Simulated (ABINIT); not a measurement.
# Sr2FeH6 (Fm-3m): G0W0 on several meshes in ABINIT, part 2 of 2

Aim: the GW shift of Sr2FeH6 (Fm-3m) against the k mesh.

ABINIT 10.8.3; LDA and many-body steps on it, plane waves. Known limits of the many-body steps: not at the basis limit; no spin polarisation; d states lean on the start; no spin-orbit coupling; coarse k mesh.

So far. Step 4 (2×2×2): The gap on the mesh goes from 1.01 eV to 2.06 eV, a correction of +1.04 eV. Step 5 (Empty states on the mesh, 4×4×4 mesh, 96 bands): On this mesh the gap is 1.014 eV.

**7. 4×4×4**

This step: G0W0 on LDA, plane waves, norm-conserving pseudopotentials.

File run.abi:

```
acell 3*1.0 Angstrom
rprim 
  -0.000000000000 3.707652250000 3.707652250000
  3.707652250000 -0.000000000000 3.707652250000
  3.707652250000 3.707652250000 -0.000000000000
ntypat 3
znucl 38 26 1
natom 9
typat 1 1 2 3 3 3 3 3 3
xred 
  0.750000000000 0.750000000000 0.750000000000
  0.250000000000 0.250000000000 0.250000000000
  0.000000000000 0.000000000000 0.000000000000
  0.782457990000 0.782457990000 0.217542010000
  0.217542010000 0.782457990000 0.217542010000
  0.782457990000 0.217542010000 0.217542010000
  0.217542010000 0.217542010000 0.782457990000
  0.782457990000 0.217542010000 0.782457990000
  0.217542010000 0.782457990000 0.782457990000
pp_dirpath "pseudos"
pseudos "Sr.upf, Fe.upf, H.upf"
ecut 39
ngkpt 4 4 4
nshiftk 1
shiftk 0 0 0
kptopt 1
chksymbreak 0
istwfk *1
occopt 1
irdwfk 1
optdriver 4
nband 88
gwcalctyp 0
ecutsigx 39
symsigma 1
nkptgw 2
kptgw 
  0.0000000000 0.0000000000 0.0000000000
  0.5000000000 0.5000000000 0.0000000000
bdgw 
  19 23
  20 23
ecuteps 4.2
irdscr 1
ppmodel 1
indata_prefix "in"
outdata_prefix "out"
tmpdata_prefix "tmp"
```

Run with:

```sh
OMP_NUM_THREADS=1 mpirun -n 4 abinit run.abi > log
```

Numbers of over 12 decimals in the logs are rounded to 6 here.

The program printed:

```text
.Version 10.8.3 of ABINIT. v10.8.2 released Aug 2026.

 Symmetries : space group Fm -3 m (#225); Bravais cF (face-center cubic)
[... echo of the input left out ...]
== DATASET  1 ==================================================================
-   mpi_nproc: 4, omp_nthreads: 1 (-1 if OMP is not activated)

--- !DatasetInfo
iteration_state: {dtset: 1, }
dimensions: {natom: 9, nkpt: 8, mband: 88, nsppol: 1, nspinor: 1, nspden: 1, mpw: 8026, }
cutoff_energies: {ecut:  39.0, pawecutdg:  -1.0, }
electrons: {nelect:   4.20000000E+01, charge:   0.00000000E+00, occopt:   1.00000000E+00, tsmear:   1.00000000E-02, }

 SIGMA: Calculation of the GW corrections

 Based on a program developped by R.W. Godby, V. Olevano, G. Onida, and L. Reining.
 Incorporated in ABINIT by V. Olevano, G.-M. Rignanese, and M. Torrent.
.Using double precision arithmetic ; gwpc =  8

[... cell and pseudopotentials left out ...]
--------------------------------------------------------------------------------

 ==== K-mesh for the wavefunctions ====
 Number of points in the irreducible wedge :     8
[... list of points left out ...]
 Together with 48 symmetry operations and time-reversal symmetry
 yields    64 points in the full Brillouin Zone.

 ==== Q-mesh for screening function ====
 Number of points in the irreducible wedge :     8
[... list of points left out ...]
 Together with 48 symmetry operations and time-reversal symmetry
 yields    64 points in the full Brillouin Zone.

 vcoul_init : cutoff-mode = AUXILIARY_FUNCTION
 q-points for optical limit:   1
     1)      0.000010    0.000020    0.000030
 setmesh: FFT mesh size selected  =    60x   60x   60
          total number of points  =       216000

 Number of electrons calculated from density =   42.0000; Expected =   42.0000
[...]
number of omega for Sigma on real axis              0
 max omega for Sigma on real axis  [eV]           0.00
 zcut for avoiding poles [eV]                     0.10

 EPSILON^-1 parameters (SCR file):
 dimension of the eps^-1 matrix on file            283
 dimension of the eps^-1 matrix used               283
 number of plane-waves for wavefunctions          7943
 number of bands                                    88
 number of q-points in IBZ                           8
 number of frequencies                               2
 number of real frequencies                          1
 number of imag frequencies                          1

 matrix elements of self-energy operator (all in [eV])

 Perturbative Calculation

--- !SelfEnergy_ee
iteration_state: {dtset: 1, }
kpoint     : [   0.000,    0.000,    0.000, ]
spin       : 1
KS_gap     :    2.293
QP_gap     :    3.607
Delta_QP_KS:    1.314
data: !SigmaeeData |
     Band     E0 <VxcDFT>   SigX SigC(E0)      Z dSigC/dE  Sig(E)    E-E0       E
       19   5.329 -24.634 -30.161   6.033   0.716  -0.397 -24.272   0.362   5.691
       20   5.329 -24.634 -30.161   6.033   0.716  -0.397 -24.272   0.362   5.691
       21   5.329 -24.634 -30.161   6.033   0.716  -0.397 -24.272   0.362   5.691
[...]
--- !SelfEnergy_ee
iteration_state: {dtset: 1, }
kpoint     : [   0.500,    0.500,    0.000, ]
spin       : 1
KS_gap     :    1.079
QP_gap     :    2.220
Delta_QP_KS:    1.141
data: !SigmaeeData |
     Band     E0 <VxcDFT>   SigX SigC(E0)      Z dSigC/dE  Sig(E)    E-E0       E
[...]
22   6.343 -19.255 -13.627  -3.654   0.769  -0.300 -17.737   1.518   7.861
       23   7.931 -10.326  -4.975  -3.673   0.829  -0.206  -8.935   1.391   9.322

== END DATASET(S) ==============================================================
================================================================================

 -outvars: echo values of variables after computation  --------
           etotal      0.0000000000E+00
            nband          88
             nkpt           8
          spgroup         225
 [... the other variables as echoed above ...]

 Calculation completed.
```

Run time: 14 s. Hardware: 4 MPI ranks of Arm Neoverse V1, shared host; peak memory 1.6 GiB.

This step gave:

```
G0W0 gap on the points computed              : 2.17 eV
starting gap on the mesh                     : 1.014 eV
k of the valence top                         : 0, 0, 0
k of the conduction bottom                   : 0.5, 0.5, 0
Z at the valence top                         : 0.716
Z at the conduction bottom                   : 0.769
least direct G0W0 gap on the computed points : 2.221 eV
```

Against G0W0 in ABINIT (2×2×2 mesh, 88 bands, screening to 114.3 eV, Godby-Needs plasmon pole), the gap moves by +0.114 eV.

**8. Side by side**

Times are wall times on 4 MPI ranks of Arm Neoverse V1, shared host, good to a factor of about two. A run's time includes the screening step that it read.

| run | mesh | bands | screening cutoff (eV) | DFT gap (eV) | gap on the mesh (eV) | direct (eV) | ε∞ used | time |
| --- | --- | --- | --- | --- | --- | --- | --- | --- |
| 2×2×2 | 2×2×2 | 88 | 114.3 | 1.014 | 2.056 | 2.111 | 4.66 | 20 s |
| 4×4×4 | 4×4×4 | 88 | 114.3 | 1.014 | 2.170 | 2.221 | 4.42 | 1.7 min |

**9. Summary of results**

```
2×2×2        : 2.056 eV
4×4×4        : 2.170 eV
known limits : not at the basis limit; no spin polarisation; d states lean on the start; no spin-orbit coupling; coarse k mesh
```

**Reading.** 4×4×4: +0.114 eV against 2×2×2. Bands and cutoff are finite, so the gap is not at the basis limit. The miss can reach some tenths of an eV and take either sign; the mesh is an error of its own. In the G0W0 runs levels were corrected at 2 k points alone, so a gap called «on the mesh» is the least over those, and an edge elsewhere would be missed. The 2×2×2 mesh is coarse for this cell, which bears on the long-range parts of exchange and screening. The runs have no spin polarisation. For a closed low-spin shell that is the natural state; where a d or f shell is open it is a constraint, and the gap is then not the crystal's own. With d states at the gap, one-shot GW leans hard on its start. The many-body steps are scalar-relativistic: spin-orbit coupling is not in them.

[Paths, hosts, dates, memory and timing lines, banners, echoed tables and standing remarks are left out of the program output.]

[Logs are printed without paths, hosts, clocks, repeated set-up lines and the standing remarks that a program may print on its own settings, such as how far it seeks lower states.]

[Runs of the session that timed out or met a known fault of the program may be left out.]

[Hosts, paths, dates, database ids (printed as entryN), source tags and the programs' standing remarks are cut or masked in the printed files.]

[G0W0 gaps are taken among the corrected bands and points alone; a level outside them can change the order at an edge.]

[Where Ansatz stands beside ABINIT at settings called matched, ABINIT's density can come from a denser mesh and the files from another edition; pairs whose starting gaps differed by over 0.03 eV were left out, so agreement reads better than it is.]
